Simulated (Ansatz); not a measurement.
# BeMoS3 (built on the sites of a database entry of BaMoO3): following an unstable mode, part 3 of 3

Wanted: the energy along a soft mode of BeMoS3 (built on the sites of a database entry of BaMoO3) and the structure at the end.

Ansatz 0.2.0; DFT PBEsol, scalar-relativistic, plane waves, PAW.

So far. Step 5 (Energy along the mode, all amplitudes (two of the runs …): The lowest of the steps tried is the last one, at 0.6 Å, 124 meV/atom below the parent; the bottom of the well need not coincide with a step. Step 7 (The new phase in its own primitive cell): The largest force component left is 0.21 meV/Å and the pressure is 0.000 GPa, within the tolerances set. The cell now holds 21.75 Å³/atom. The relaxed cell has a = 6.604, c = 8.636 Å (conventional setting).

The structure was built from a prototype and need not be the compound's stable phase.

### Step 8. Modes of the new phase

A relaxed structure may still be a saddle point, so its zone-centre modes are computed. No field response is asked, since the mesh shows no gap.

The input, input.yaml:

```yaml
crystal:
  lattice:
    - [3.3020419291, 1.9064347966, 2.8787173732]
    - [-3.3020419291, 1.9064347966, 2.8787173732]
    - [0.0, -3.8128695933, 2.8787173732]
  atoms:
    - { symbol: Be, position: [0.3046476894, 0.3046476894, 0.3046476894] }
    - { symbol: Mo, position: [0.0131315728, 0.0131315728, 0.0131315728] }
    - { symbol: S, position: [0.5301783233, 0.0519385162, 0.0519385162] }
    - { symbol: S, position: [0.0519385162, 0.5301783233, 0.0519385162] }
    - { symbol: S, position: [0.0519385162, 0.0519385162, 0.5301783233] }
kpoints:
  mp_grid: { grid: [6, 6, 6] }
hamiltonian:
  xc: pbesol
scf:
  occupations: { method: methfessel_paxton, width: 0.15 }
output:
  eigenvalues: true
phonons:
  method: dfpt
```

Launch:

```sh
> ansatz run input.yaml --threads 8 --pin off --max-ram 14336MiB --backend cpu --events-out ev --progress --plain --runs-dir out
```

Numbers of over 12 decimals in the logs are rounded to 6 here.

Output:

```text
[...]
Crystal: 5 atoms, lattice volume = 108.731 Å³
Basis set: ecut = 420 eV, 2097 PW (Γ), exchange–correlation on 64×64×64 points (8 copies of the dense FFT grid, shifted against one another)
Bands: 22, of which v1, the nominal top of the filled ones, is band 17 counted from 1 (16 counted from 0)
Symmetry: 6 space group operations
k-points: 112 of 216 (irreducible under 1 space group operation, time reversal used)
[...]
SCF iter   1: F=—  HF=-7643.585437 eV  |F-HF|=—  |Δ(HF+E_count)|=         —  Δρ=8.37e-3  dr2=1.47e-1  ethr=1.77e-3  ⟨swp⟩=6.5  Hψ=12998  notcnv=0
[...]
SCF iter  13: F=-7643.564913 eV  HF=-7643.564913 eV  |F-HF|=5.46e-12  |Δ(HF+E_count)|=  1.82e-12  S|Δr|=    0.00e0  Δρ=3.53e-8  dr2=1.34e-12  ethr=1.00e-12  ⟨swp⟩=6.6  Hψ=11190  notcnv=0
SCF 1 converged in 13 iterations: F = -7643.564913 eV  dr2 = 1.34e-12
[...]
DFPT response loops at Γ: preconditioner auto → Kerker (q_TF=auto, 2.248 Å⁻¹) (partly filled bands, converged f_vac=0.115); β = 1.00, the filter's whole step (`scf.mixing.beta` (0.50) is not read by the response loops under this deck's `scf.mixing.preconditioner`; to damp them name `kerker` or `kerker_dos`, under which they read `scf.mixing.beta`, and type it under 1.00, their step now; both keys bind the ground state too); Broyden in place of MSR1
SCF converged after 13 iterations
[...]
Free energy (F): -7643.564913 eV
[...]
Internal energy: -7643.560107 eV  (E = F + TS)
E sigma→0 (E₀):  -7643.563711 eV
Entropy (-TS):   -0.004806 eV (-0.961 meV/atom)
Fermi energy:    5.597823 eV
[...]
--- Band table (eV; the first three rows and the last of 112) ---
  k-point 0: bands = [... 13 lower, 3.7955, 3.7955, 4.5964, 5.2048, 5.2048, 5.4789, 6.8013, 6.8013, ... 1 higher]
  k-point 1: bands = [... 13 lower, 3.4484, 3.7257, 4.4878, 4.8038, 5.4365, 5.7762, 6.8090, 7.4399, ... 1 higher]
  k-point 2: bands = [... 13 lower, 2.9809, 3.4802, 4.4058, 5.1392, 5.7104, 6.5581, 6.8737, 7.7190, ... 1 higher]
  k-point 111: bands = [... 13 lower, 4.6883, 4.6883, 5.6418, 5.6840, 6.7263, 6.7263, 8.6686, 10.6095, ... 1 higher]
--- Phonons (Γ-DFPT): 6 representative perturbations + reference, on 112 of 216 k-points (Σ response iterations 18) ---
  k mesh reduced under 1 symmetry operation, with k and −k counted as one. Each operation leaves every solved perturbation unchanged. A smaller set is not used because it would not reduce the number of displacements times k-points to solve
  ASR residual: 1.171e-4 → 0.000e0 eV/Å²; symmetrization residual: 4.377e-6 eV/Å²
  ASR residual per site (eV/Å²): 1.17e-4 1.80e-5 4.75e-5 4.75e-5 6.29e-5
[...]
non-analytic LO–TO correction: not included (Born effective charges unavailable; polar crystals: no LO–TO splitting at Γ)
```

Run time: 16 s. Hardware: 8 threads of Intel Xeon Platinum 8559C (Emerald Rapids), shared host; peak memory 1.3 GiB.

This step gave:

```
sum-rule residual before enforcement                    : 1.17e-4 eV/Å²
point group                                             : 3m
highest optical mode at the zone centre (no LO-TO term) : 571.5 cm⁻¹
lowest optical zone-centre mode                         : -86.42 cm⁻¹
```

Patterns of degenerate modes are one choice out of their space. Modes at Γ, with each element's share of the kinetic energy (negative means imaginary):

| mode | frequency (cm⁻¹) | symmetry | Be % | Mo % | S % |
| --- | --- | --- | --- | --- | --- |
| 1 | -86.4 | E | 6 | 10 | 83 |
| 2 | -86.4 | E | 6 | 10 | 83 |
| 3 | 0.0 | acoustic | 4 | 48 | 48 |
| 4 | 0.0 | acoustic | 4 | 48 | 48 |
| 5 | 0.0 | acoustic | 4 | 48 | 48 |
| 6 | 78.2 | A2 | 0 | 0 | 100 |
| 7 | 158.1 | E | 1 | 28 | 71 |
| 8 | 158.1 | E | 1 | 28 | 71 |
| 9 | 203.7 | A1 | 4 | 45 | 51 |
| 10 | 338.7 | E | 4 | 13 | 82 |
| 11 | 338.7 | E | 4 | 13 | 82 |
| 12 | 387.7 | A1 | 22 | 5 | 73 |
| 13 | 544.3 | A1 | 69 | 2 | 29 |
| 14 | 571.5 | E | 84 | 0 | 15 |
| 15 | 571.5 | E | 84 | 0 | 15 |

Displacements in mode 2 (-86.4 cm⁻¹), the largest set to 1:
```
Be1 -0.64 -0.35  0.00
Mo2  0.25  0.14  0.00
S3  -0.49 -0.28  1.00
S4  -0.20  0.24 -0.52
S5   0.11 -0.27 -0.48
```

Displacements in mode 9 (203.7 cm⁻¹), the largest set to 1:
```
Be1  0.00  0.00 -0.96
Mo2  0.00  0.00  1.00
S3   0.48  0.28 -0.91
S4  -0.48  0.28 -0.91
S5   0.00 -0.56 -0.91
```

Before it was imposed, the acoustic sum rule was missed by 1.2e-4 eV/Å². Small misses are needed for a sound result but don't prove that mesh and cutoff are converged. The lowest optical mode is imaginary, 86.4i cm⁻¹, so the energy falls along it.

### Step 9. What came out

| Item | Value |
| --- | --- |
| unstable mode of the parent | q = (0, 0, 0), 283i cm⁻¹ |
| depth at the lowest point sampled | 124 meV/atom |
| largest atomic shift at that point | 0.6 Å |
| space group reached (within 0.01 Å) | R3m |
| energy gained over the parent (first relaxation, on the mesh of the frozen mode) | 655 meV/atom |
| volume per atom, phase reached | 21.7 Å³ |
| lowest optical zone-centre mode, phase reached | -86.4 cm⁻¹ |
| highest optical mode at the zone centre (no LO-TO term), phase reached | 572 cm⁻¹ |

In words: Along this mode the structure falls into R3m, 655 meV/atom below the parent. At the parent's cell the well is 124.3 meV/atom deep on the steps tried, with its lowest point at a shift of 0.6 Å. That is the last step tried, so the steps alone don't bracket the bottom of the well. Relaxing atoms and cell changes the gain by +530.84 meV/atom against the lowest step (energies at zero smearing). Most of the total comes from this relaxation. The new phase still has an imaginary mode at the zone centre of its cell, so it is a saddle point on the way to a lower structure. Of the 6 patterns followed to their end from this parent, this one reaches the lowest energy. Each path keeps the symmetry of its pattern, so a lower phase may lie along a pattern not tried. With no gap, or one that is small against the smearing, the frequencies hang on the k mesh and the smearing, most of all near Kohn anomalies. The starting cell was built on a prototype and not taken from a measurement, so the phase need not exist.

[Logs are printed without paths, hosts, clocks, repeated set-up lines and the standing remarks that a program may print on its own settings, such as how far it seeks lower states.]

[Hosts, paths, dates, database ids (printed as entryN), source tags and the programs' standing remarks are cut or masked in the printed files.]
